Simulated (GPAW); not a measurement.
# free-standing triangular Pt monolayer, spacing 2.74 A: which magnetic order is lowest

Does free-standing triangular Pt monolayer, spacing 2.74 A prefer parallel or opposed moments, or none?

Main program and level: GPAW 26.7.0; LDA; plane waves with GPAW's PAW setups, scalar-relativistic.

Most raw output is cut from this account.

## Step 1: The starting structure

The cell holds 1 atom: 1 Pt. Its edges and angles: a = 2.740 Å, b = 2.740 Å, c = 14.000 Å, α = 90.0°, β = 90.0°, γ = 120.0°. model lattice. Vacuum lies along c.

## Step 2: Order 1, typed as ferro +

The parallel start comes first: it fits the smallest cell, keeps the most symmetry and shows whether parallel moments form.

order1.py

```python
import json
import numpy as np
from ase import Atoms
from ase.parallel import paropen, parprint
from gpaw import GPAW

atoms = Atoms(['Pt'],
    cell=[[2.74, 0.0, 0.0],
         [-1.37, 2.37291, 0.0],
         [0.0, 0.0, 14.0]],
    scaled_positions=[[0.0, 0.0, 0.5]],
    pbc=True,
    magmoms=[0.6])
atoms.calc = GPAW(mode={'name': 'pw', 'ecut': 440.0},
    xc='LDA',
    kpts={'size': (12, 12, 1), 'gamma': True},
    occupations={'name': 'fermi-dirac', 'width': 0.05},
    convergence={'density': 1e-05, 'energy': 1e-05},
    maxiter=200,
    symmetry={'tolerance': 1e-4},
    txt='order1.txt')
e = atoms.get_potential_energy(force_consistent=True)
res = {'free_energy': e, 'energy_sigma0': atoms.get_potential_energy(), 'fermi_energy': atoms.calc.get_fermi_level()}
res['moments'] = atoms.get_magnetic_moments().tolist()
res['total'] = atoms.get_magnetic_moment()
parprint('site moments (muB):', np.round(res['moments'], 3))
parprint(f"total moment: {res['total']:.3f} muB")
parprint(f'free energy: {e:.6f} eV')
atoms.calc.write('order1.gpw')
n = atoms.calc.get_pseudo_density()
up, down = (atoms.calc.get_pseudo_density(spin=i) for i in (0, 1))
np.savez('grids.npz', density=n, spin=up - down)
with paropen('results.json', 'w') as f:
    json.dump(res, f)
```

Run with:

```bash
OMP_NUM_THREADS=1 python3 order1.py > order1.log
```

It took 16 s on 1 MPI rank of Intel Xeon Platinum 8375C at 2.90GHz (Ice Lake), shared host; peak memory 0.17 GiB.

This step gave:

```
final state : non-magnetic
```

After 17 cycles the seed has died away: no moment is left.

## Step 3: Start 2: antiferro q=(0,1/2,0) +-

Another pattern of signs weighs the neighbour shells otherwise.

This order needs a doubled cell of 2 atoms. Its mesh is chosen so that both cells sample the same points.

order2.py is the script of step 2 with these lines changed:

```diff
@@ -6,12 +6,13 @@
 
-atoms = Atoms(['Pt'],
+atoms = Atoms(['Pt', 'Pt'],
     cell=[[2.74, 0.0, 0.0],
-         [-1.37, 2.37291, 0.0],
+         [-2.74, 4.74582, 0.0],
          [0.0, 0.0, 14.0]],
-    scaled_positions=[[0.0, 0.0, 0.5]],
+    scaled_positions=[[0.0, 0.0, 0.5],
+         [0.0, 0.5, 0.5]],
     pbc=True,
-    magmoms=[0.6])
+    magmoms=[0.6, -0.6])
 atoms.calc = GPAW(mode={'name': 'pw', 'ecut': 440.0},
     xc='LDA',
-    kpts={'size': (12, 12, 1), 'gamma': True},
+    kpts={'size': (12, 6, 1), 'gamma': True},
     occupations={'name': 'fermi-dirac', 'width': 0.05},
@@ -20,3 +21,3 @@
     symmetry={'tolerance': 1e-4},
-    txt='order1.txt')
+    txt='order2.txt')
 e = atoms.get_potential_energy(force_consistent=True)
@@ -28,3 +29,3 @@
 parprint(f'free energy: {e:.6f} eV')
-atoms.calc.write('order1.gpw')
+atoms.calc.write('order2.gpw')
 n = atoms.calc.get_pseudo_density()
```

Run with:

```bash
OMP_NUM_THREADS=1 python3 order2.py > order2.log
```

Wall time 92 s (1 MPI rank); peak memory 0.33 GiB.

This step gave:

```yaml
final_state: non-magnetic
```

It ends in the same state without moments as the first start; the 9.1e-4 meV between them is numerical noise.

## Step 4: Start 3: no spin polarisation

A run without seeds gives the energy of the state without moments.

nospin.py

```python
import json
import numpy as np
from ase import Atoms
from ase.parallel import paropen, parprint
from gpaw import GPAW

atoms = Atoms(['Pt'],
    cell=[[2.74, 0.0, 0.0],
         [-1.37, 2.37291, 0.0],
         [0.0, 0.0, 14.0]],
    scaled_positions=[[0.0, 0.0, 0.5]],
    pbc=True)
atoms.calc = GPAW(mode={'name': 'pw', 'ecut': 440.0},
    xc='LDA',
    kpts={'size': (12, 12, 1), 'gamma': True},
    occupations={'name': 'fermi-dirac', 'width': 0.05},
    convergence={'density': 1e-05, 'energy': 1e-05},
    maxiter=200,
    symmetry={'tolerance': 1e-4},
    txt='nospin.txt')
e = atoms.get_potential_energy(force_consistent=True)
res = {'free_energy': e, 'energy_sigma0': atoms.get_potential_energy(), 'fermi_energy': atoms.calc.get_fermi_level()}
parprint(f'free energy: {e:.6f} eV')
atoms.calc.write('nospin.gpw')
with paropen('results.json', 'w') as f:
    json.dump(res, f)
```

Run with:

```bash
OMP_NUM_THREADS=1 python3 nospin.py > nospin.log
```

Wall time 6.7 s (1 MPI rank); peak memory 0.15 GiB.

Read from the output:

- final state: non-magnetic (no spin polarisation)

It ends in the same state without moments as the first start; the 1.4e-7 meV between them is numerical noise.

## Step 5: Energies of the orders

These are free energies at a smearing of 0.05 eV, so its entropy term is in the differences. They are divided by the number of seeded atoms, so that cells of unlike size compare. Wavevectors q in the names are fractions of the reciprocal vectors of the first run's cell.

Orders:

```
                   start   final state  typed order kept  energy over the lowest (meV a seeded atom)  largest site moment (μB)  net moment (μB a primitive cell)  mesh matched  CPU time (s)
                 ferro +  non-magnetic                no                                     9.14e-4                   6.69e-5                           6.87e-5           yes         16.14
antiferro q=(0,1/2,0) +-  non-magnetic                no                                           0                   6.65e-5                           5.54e-5           yes         92.34
    no spin polarisation  non-magnetic                 -                                     9.14e-4                         0                                 0           yes          6.63
```

## Step 6: Outcome

```json
{
 "lowest state found": "non-magnetic (typed ferro +)",
 "largest site moment": "6.7e-5 μB"
}
```

**Reading.** The lowest state carries no moment above 0.15 μB, and no start kept one. This is the lowest of 3 finished starts, no proof of the ground state.

[Logs and program files are shortened in this print: banners, set-up blocks, solver, clock and traceback lines can be left out without a mark of their own.]

[Logs are printed without paths, hosts, clocks, repeated set-up lines and the standing remarks that a program may print on its own settings, such as how far it seeks lower states.]

[Hosts, paths, dates, database ids (printed as entryN), source tags and the programs' standing remarks are cut or masked in the printed files.]

[Where a cell is said to come from a database of computed structures, the database is the Materials Project.]
